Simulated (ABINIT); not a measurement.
## CsSrF3 (Pm-3m): a self-consistent loop beyond G0W0, cycle by cycle

Wanted: G0W0 and self-consistent gaps of CsSrF3 (Pm-3m), with the cost of the cycles.

Program: ABINIT 10.8.3. Level of theory: LDA and many-body steps on it, plane waves. Results are calculated unless marked as measured.

Report form: the programs' logs are mostly left out.

### 1. Set-up

It takes space group Pm-3m (No. 221, cubic). Conventional cell: a = 4.763 Å, b = 4.763 Å, c = 4.763 Å, α = 90.00°, β = 90.00°, γ = 90.00°. Cs has 12 F at 3.37 Å nearest. Nearest to Sr lie 6 F at 2.38 Å. F has 2 Sr at 2.38 Å and 4 Cs at 3.37 Å nearest. Farther neighbours and most contacts between anions are not listed.

The cell and positions are those that the Materials Project relaxed with its own functionals (PBE, PBE+U or r2SCAN), kept fixed. Spin-orbit coupling is left out unless a step names it.

### 2. Empty states on the mesh, 2×2×2 mesh, 99 bands

This step: ABINIT 10.8.3; DFT, LDA, plane waves, norm-conserving pseudopotentials.

The sums over transitions need many empty states on a uniform mesh; this step solves for them.

run.abi

```
acell 3*1.0 Angstrom
rprim 
  4.763247010000 0.000000000000 0.000000000000
  0.000000000000 4.763247010000 0.000000000000
  0.000000000000 0.000000000000 4.763247010000
ntypat 3
znucl 55 38 9
natom 5
typat 1 2 3 3 3
xred 
  0.000000000000 0.000000000000 0.000000000000
  0.500000000000 0.500000000000 0.500000000000
  0.000000000000 0.500000000000 0.500000000000
  0.500000000000 0.000000000000 0.500000000000
  0.500000000000 0.500000000000 0.000000000000
pp_dirpath "pseudos"
pseudos "Cs.upf, Sr.upf, F.upf"
ecut 36
ngkpt 2 2 2
nshiftk 1
shiftk 0 0 0
kptopt 1
chksymbreak 0
iscf -2
irdden 1
istwfk *1
nband 99
nbdbuf 8
tolwfr 1e-09
nstep 60
prtvol 0
indata_prefix "in"
outdata_prefix "out"
tmpdata_prefix "tmp"
```

Launch:

```console
$ OMP_NUM_THREADS=2 mpirun -n 4 abinit run.abi > log
```

The job ended after 35 s (4 MPI ranks of Arm Neoverse N1, shared host; peak memory 0.36 GiB).

This step gave:

* gap: 6.076 eV
* k of the valence top: 0, 0, 0
* k of the conduction bottom: 0, 0, 0
* least direct gap: 6.076 eV
* k points computed: 4
* lowest point of the top converged band, above the valence top: 39.48 eV

On this mesh the gap is 6.076 eV.

The density comes from a self-consistent run that is not shown.

### 3. Screening, 2×2×2 mesh, 91 bands, screening to 106.1 eV

The RPA dielectric matrix is built and inverted for each q.

This step: RPA screening on LDA, plane waves, norm-conserving pseudopotentials.

run.abi, as its differences from that of step 2:

```diff
@@ -23,10 +23,11 @@
 chksymbreak 0
-iscf -2
-irdden 1
 istwfk *1
-nband 99
-nbdbuf 8
-tolwfr 1e-09
-nstep 60
-prtvol 0
+occopt 1
+irdwfk 1
+optdriver 3
+nband 91
+ecuteps 3.9
+inclvkb 2
+awtr 1
+symchi 1
 indata_prefix "in"
```

Launch:

```console
$ OMP_NUM_THREADS=1 mpirun -n 8 abinit run.abi > log
```

Wall time 18 s (8 MPI ranks); peak memory 2 GiB; 2.4 min of CPU time.

This step gave:

```yaml
eps_infinity_with_local_fields_on_this_mesh_along_the_program_s_q_direction: 2.268
the_same_without_local_fields: 2.515
plasma_frequency: 22.59 eV
plane_waves_in_the_screening_matrix: 257
```

Local fields lower ε∞ by 10 %. On a Γ-centred mesh this coarse the value itself is usually too large, while a short band sum pulls it down.

### 4. G0W0

The self-energy is evaluated for the states that the input lists, and the levels follow from it, in one-shot runs by the linearised quasiparticle equation.

This step: G0W0 on LDA, plane waves, norm-conserving pseudopotentials.

run.abi, as its differences from that of step 3:

```diff
@@ -26,8 +26,15 @@
 irdwfk 1
-optdriver 3
+optdriver 4
 nband 91
+gwcalctyp 0
+ecutsigx 36
+symsigma 1
+nkptgw 1
+kptgw 
+  0.0000000000 0.0000000000 0.0000000000
+bdgw 
+  18 23
 ecuteps 3.9
-inclvkb 2
-awtr 1
-symchi 1
+irdscr 1
+ppmodel 1
 indata_prefix "in"
```

Elapsed: 7.7 s, on 8 MPI ranks; peak memory 1.4 GiB; 61 s of CPU time.

Numbers from this step:

```yaml
g0w0_gap_on_the_points_computed: 9.58 eV
starting_gap_on_the_mesh: 6.076 eV
k_of_the_valence_top: 0, 0, 0
k_of_the_conduction_bottom: 0, 0, 0
z_at_the_valence_top: 0.797
z_at_the_conduction_bottom: 0.887
least_direct_g0w0_gap_on_the_computed_points: 9.58 eV
```

The gap on the mesh goes from 6.08 eV to 9.58 eV, a correction of +3.50 eV.

### 5. evGW0, cycle 1

This step: evGW0 on LDA, plane waves, norm-conserving pseudopotentials.

run.abi, as its differences from that of step 4:

```diff
@@ -28,10 +28,16 @@
 nband 91
-gwcalctyp 0
+gwcalctyp 10
 ecutsigx 36
 symsigma 1
-nkptgw 1
+nkptgw 4
 kptgw 
   0.0000000000 0.0000000000 0.0000000000
+  0.5000000000 0.0000000000 0.0000000000
+  0.5000000000 0.5000000000 0.0000000000
+  0.5000000000 0.5000000000 0.5000000000
 bdgw 
-  18 23
+  9 38
+  9 38
+  9 38
+  9 38
 ecuteps 3.9
```

It took 59 s on 8 MPI ranks; peak memory 3.7 GiB; 7.9 min of CPU time.

This step gave:

| Property | Result |
| --- | --- |
| quasiparticle gap on the mesh | 10.25 eV |
| gap of the density functional on the mesh | 6.076 eV |
| k of the valence top | 0, 0, 0 |
| k of the conduction bottom | 0, 0, 0 |
| Z at the valence top | 0.797 |
| Z at the conduction bottom | 0.887 |
| least direct quasiparticle gap on the computed points | 10.25 eV |

Against G0W0 in ABINIT (2×2×2 mesh, 91 bands, screening to 106.1 eV, Godby-Needs plasmon pole), the gap moves by +0.669 eV. This first cycle still uses the starting levels; it takes the full correction, at all points of the mesh, and its linearised value is 9.580 eV.

### 6. evGW0, cycle 2

The corrected levels of the last cycle go back in.

run.abi, as its differences from that of step 5:

```diff
@@ -45,2 +45,3 @@
 ppmodel 1
+irdqps 1
 indata_prefix "in"
```

It took 60 s on 8 MPI ranks; peak memory 3.7 GiB.

Numbers from this step:

```yaml
quasiparticle_gap_on_the_mesh: 10.15 eV
gap_of_the_density_functional_on_the_mesh: 6.076 eV
k_of_the_valence_top: 0, 0, 0
k_of_the_conduction_bottom: 0, 0, 0
least_direct_quasiparticle_gap_on_the_computed_points: 10.15 eV
```

Against the cycle before, the gap moves by −0.096 eV.

### 7. evGW0, cycle 3

run.abi is that of step 6.

The job ended after 60 s (8 MPI ranks; peak memory 3.7 GiB; 8 min of CPU time).

This step gave:

```
quasiparticle gap on the mesh                         : 10.15 eV
gap of the density functional on the mesh             : 6.076 eV
k of the valence top                                  : 0, 0, 0
k of the conduction bottom                            : 0, 0, 0
least direct quasiparticle gap on the computed points : 10.15 eV
```

Against the cycle before, the gap moves by −0.002 eV.

### 8. Screening, 2×2×2 mesh, 91 bands, screening to 106.1 eV

This step: RPA screening on LDA, plane waves, norm-conserving pseudopotentials.

run.abi, as its differences from that of step 7:

```diff
@@ -26,22 +26,13 @@
 irdwfk 1
-optdriver 4
+optdriver 3
 nband 91
+ecuteps 3.9
+inclvkb 2
+awtr 1
+symchi 1
 gwcalctyp 10
-ecutsigx 36
-symsigma 1
-nkptgw 4
-kptgw 
-  0.0000000000 0.0000000000 0.0000000000
-  0.5000000000 0.0000000000 0.0000000000
-  0.5000000000 0.5000000000 0.0000000000
-  0.5000000000 0.5000000000 0.5000000000
-bdgw 
-  9 38
-  9 38
-  9 38
-  9 38
-ecuteps 3.9
-irdscr 1
-ppmodel 1
-irdqps 1
+mbpt_sciss 4.221 eV
+nqptdm 1
+qptdm 
+  0 0 0
 indata_prefix "in"
```

It took 14 s on 8 MPI ranks; peak memory 2 GiB.

This step gave:

```
ε∞ with local fields, on this mesh, along the program's q direction : 1.965
the same without local fields                                       : 2.134
plasma frequency                                                    : 22.59 eV
plane waves in the screening matrix                                 : 257
```

This screening uses the functional's bands under a rigid shift, the mean opening of the cycle before.

### 9. Screening, 2×2×2 mesh, 91 bands, screening to 106.1 eV

This step: RPA screening on LDA from quasiparticle energies, plane waves, norm-conserving pseudopotentials.

run.abi, as its differences from that of step 8:

```diff
@@ -32,7 +32,9 @@
 symchi 1
+irdqps 1
 gwcalctyp 10
-mbpt_sciss 4.221 eV
-nqptdm 1
+nqptdm 3
 qptdm 
-  0 0 0
+  0.5000000000 0.0000000000 0.0000000000
+  0.5000000000 0.5000000000 0.0000000000
+  0.5000000000 0.5000000000 0.5000000000
 indata_prefix "in"
```

mrgscr.stdin

```
2
merged
q0_SCR
out_SCR
1
```

Launch:

```console
$ OMP_NUM_THREADS=1 mpirun -n 8 abinit run.abi > log; mrgscr < mrgscr.stdin
```

Wall time 11 s (8 MPI ranks); peak memory 1.5 GiB.

Numbers from this step:

```
plasma frequency                    : 22.59 eV
plane waves in the screening matrix : 257
```

This screening reads the quasiparticle levels of the cycle before.

### 10. evGW, cycle 1

This step: evGW on LDA, plane waves, norm-conserving pseudopotentials.

run.abi, as its differences from that of step 9:

```diff
@@ -26,12 +26,10 @@
 irdwfk 1
-optdriver 3
+optdriver 4
 nband 91
-ecuteps 3.9
-inclvkb 2
-awtr 1
-symchi 1
-irdqps 1
 gwcalctyp 10
-nqptdm 3
-qptdm 
+ecutsigx 36
+symsigma 1
+nkptgw 4
+kptgw 
+  0.0000000000 0.0000000000 0.0000000000
   0.5000000000 0.0000000000 0.0000000000
@@ -39,2 +37,11 @@
   0.5000000000 0.5000000000 0.5000000000
+bdgw 
+  9 38
+  9 38
+  9 38
+  9 38
+ecuteps 3.9
+irdscr 1
+ppmodel 1
+irdqps 1
 indata_prefix "in"
```

Launch:

```console
$ OMP_NUM_THREADS=1 mpirun -n 8 abinit run.abi > log
```

Run time: 60 s. Hardware: 8 MPI ranks; peak memory 3.7 GiB; 7.9 min of CPU time.

Numbers from this step:

* quasiparticle gap on the mesh: 11.03 eV
* gap of the density functional on the mesh: 6.076 eV
* k of the valence top: 0, 0, 0
* k of the conduction bottom: 0, 0, 0
* least direct quasiparticle gap on the computed points: 11.03 eV

Against G0W0 in ABINIT (2×2×2 mesh, 91 bands, screening to 106.1 eV, Godby-Needs plasmon pole), the gap moves by +1.446 eV.

### 11. Screening, 2×2×2 mesh, 91 bands, screening to 106.1 eV

This step: RPA screening on LDA, plane waves, norm-conserving pseudopotentials.

run.abi, as its differences from that of step 10:

```diff
@@ -26,22 +26,13 @@
 irdwfk 1
-optdriver 4
+optdriver 3
 nband 91
+ecuteps 3.9
+inclvkb 2
+awtr 1
+symchi 1
 gwcalctyp 10
-ecutsigx 36
-symsigma 1
-nkptgw 4
-kptgw 
-  0.0000000000 0.0000000000 0.0000000000
-  0.5000000000 0.0000000000 0.0000000000
-  0.5000000000 0.5000000000 0.0000000000
-  0.5000000000 0.5000000000 0.5000000000
-bdgw 
-  9 38
-  9 38
-  9 38
-  9 38
-ecuteps 3.9
-irdscr 1
-ppmodel 1
-irdqps 1
+mbpt_sciss 5.115 eV
+nqptdm 1
+qptdm 
+  0 0 0
 indata_prefix "in"
```

The job ended after 14 s (8 MPI ranks; peak memory 2 GiB).

This step gave:

```
ε∞ with local fields, on this mesh, along the program's q direction : 1.920
the same without local fields                                       : 2.078
plasma frequency                                                    : 22.59 eV
plane waves in the screening matrix                                 : 257
```

This screening uses the functional's bands under a rigid shift, the mean opening of the cycle before.

### 12. Screening, 2×2×2 mesh, 91 bands, screening to 106.1 eV

This step: RPA screening on LDA from quasiparticle energies, plane waves, norm-conserving pseudopotentials.

run.abi, as its differences from that of step 11:

```diff
@@ -32,7 +32,9 @@
 symchi 1
+irdqps 1
 gwcalctyp 10
-mbpt_sciss 5.115 eV
-nqptdm 1
+nqptdm 3
 qptdm 
-  0 0 0
+  0.5000000000 0.0000000000 0.0000000000
+  0.5000000000 0.5000000000 0.0000000000
+  0.5000000000 0.5000000000 0.5000000000
 indata_prefix "in"
```

mrgscr.stdin is that of step 9.

Launch:

```console
$ OMP_NUM_THREADS=1 mpirun -n 8 abinit run.abi > log; mrgscr < mrgscr.stdin
```

The job ended after 10 s (8 MPI ranks; peak memory 1.5 GiB; 81 s of CPU time).

Numbers from this step:

```
plasma frequency                    : 22.59 eV
plane waves in the screening matrix : 257
```

This screening reads the quasiparticle levels of the cycle before.

### 13. evGW, cycle 2

This step: evGW on LDA, plane waves, norm-conserving pseudopotentials.

run.abi, as its differences from that of step 12:

```diff
@@ -26,12 +26,10 @@
 irdwfk 1
-optdriver 3
+optdriver 4
 nband 91
-ecuteps 3.9
-inclvkb 2
-awtr 1
-symchi 1
-irdqps 1
 gwcalctyp 10
-nqptdm 3
-qptdm 
+ecutsigx 36
+symsigma 1
+nkptgw 4
+kptgw 
+  0.0000000000 0.0000000000 0.0000000000
   0.5000000000 0.0000000000 0.0000000000
@@ -39,2 +37,11 @@
   0.5000000000 0.5000000000 0.5000000000
+bdgw 
+  9 38
+  9 38
+  9 38
+  9 38
+ecuteps 3.9
+irdscr 1
+ppmodel 1
+irdqps 1
 indata_prefix "in"
```

Launch:

```console
$ OMP_NUM_THREADS=1 mpirun -n 8 abinit run.abi > log
```

Wall time 59 s (8 MPI ranks); peak memory 3.7 GiB; 7.9 min of CPU time.

Numbers from this step:

```yaml
quasiparticle_gap_on_the_mesh: 11.17 eV
gap_of_the_density_functional_on_the_mesh: 6.076 eV
k_of_the_valence_top: 0, 0, 0
k_of_the_conduction_bottom: 0, 0, 0
least_direct_quasiparticle_gap_on_the_computed_points: 11.17 eV
```

Against the cycle before, the gap moves by +0.144 eV.

### 14. Screening, 2×2×2 mesh, 91 bands, screening to 106.1 eV

This step: RPA screening on LDA, plane waves, norm-conserving pseudopotentials.

run.abi, as its differences from that of step 13:

```diff
@@ -26,22 +26,13 @@
 irdwfk 1
-optdriver 4
+optdriver 3
 nband 91
+ecuteps 3.9
+inclvkb 2
+awtr 1
+symchi 1
 gwcalctyp 10
-ecutsigx 36
-symsigma 1
-nkptgw 4
-kptgw 
-  0.0000000000 0.0000000000 0.0000000000
-  0.5000000000 0.0000000000 0.0000000000
-  0.5000000000 0.5000000000 0.0000000000
-  0.5000000000 0.5000000000 0.5000000000
-bdgw 
-  9 38
-  9 38
-  9 38
-  9 38
-ecuteps 3.9
-irdscr 1
-ppmodel 1
-irdqps 1
+mbpt_sciss 5.253 eV
+nqptdm 1
+qptdm 
+  0 0 0
 indata_prefix "in"
```

Run time: 14 s. Hardware: 8 MPI ranks; peak memory 2 GiB; 1.8 min of CPU time.

Numbers from this step:

- ε∞ with local fields, on this mesh, along the program's q direction: 1.914
- the same without local fields: 2.070
- plasma frequency: 22.59 eV
- plane waves in the screening matrix: 257

This screening uses the functional's bands under a rigid shift, the mean opening of the cycle before.

### 15. Screening, 2×2×2 mesh, 91 bands, screening to 106.1 eV

This step: RPA screening on LDA from quasiparticle energies, plane waves, norm-conserving pseudopotentials.

run.abi, as its differences from that of step 14:

```diff
@@ -32,7 +32,9 @@
 symchi 1
+irdqps 1
 gwcalctyp 10
-mbpt_sciss 5.253 eV
-nqptdm 1
+nqptdm 3
 qptdm 
-  0 0 0
+  0.5000000000 0.0000000000 0.0000000000
+  0.5000000000 0.5000000000 0.0000000000
+  0.5000000000 0.5000000000 0.5000000000
 indata_prefix "in"
```

mrgscr.stdin is that of step 12.

Launch:

```console
$ OMP_NUM_THREADS=1 mpirun -n 8 abinit run.abi > log; mrgscr < mrgscr.stdin
```

Wall time 11 s (8 MPI ranks); peak memory 1.5 GiB.

This step gave:

* plasma frequency: 22.59 eV
* plane waves in the screening matrix: 257

This screening reads the quasiparticle levels of the cycle before.

(Continued in part 2 of 2.)

[Paths, hosts, dates, memory and timing lines, banners, echoed tables and standing remarks are left out of the program output.]

[Logs are printed without paths, hosts, clocks, repeated set-up lines and the standing remarks that a program may print on its own settings, such as how far it seeks lower states.]

[Runs of the session that timed out or met a known fault of the program may be left out.]

[Hosts, paths, dates, database ids (printed as entryN), source tags and the programs' standing remarks are cut or masked in the printed files.]

[G0W0 gaps are taken among the corrected bands and points alone; a level outside them can change the order at an edge.]

[Where Ansatz stands beside ABINIT at settings called matched, ABINIT's density can come from a denser mesh and the files from another edition; pairs whose starting gaps differed by over 0.03 eV were left out, so agreement reads better than it is.]
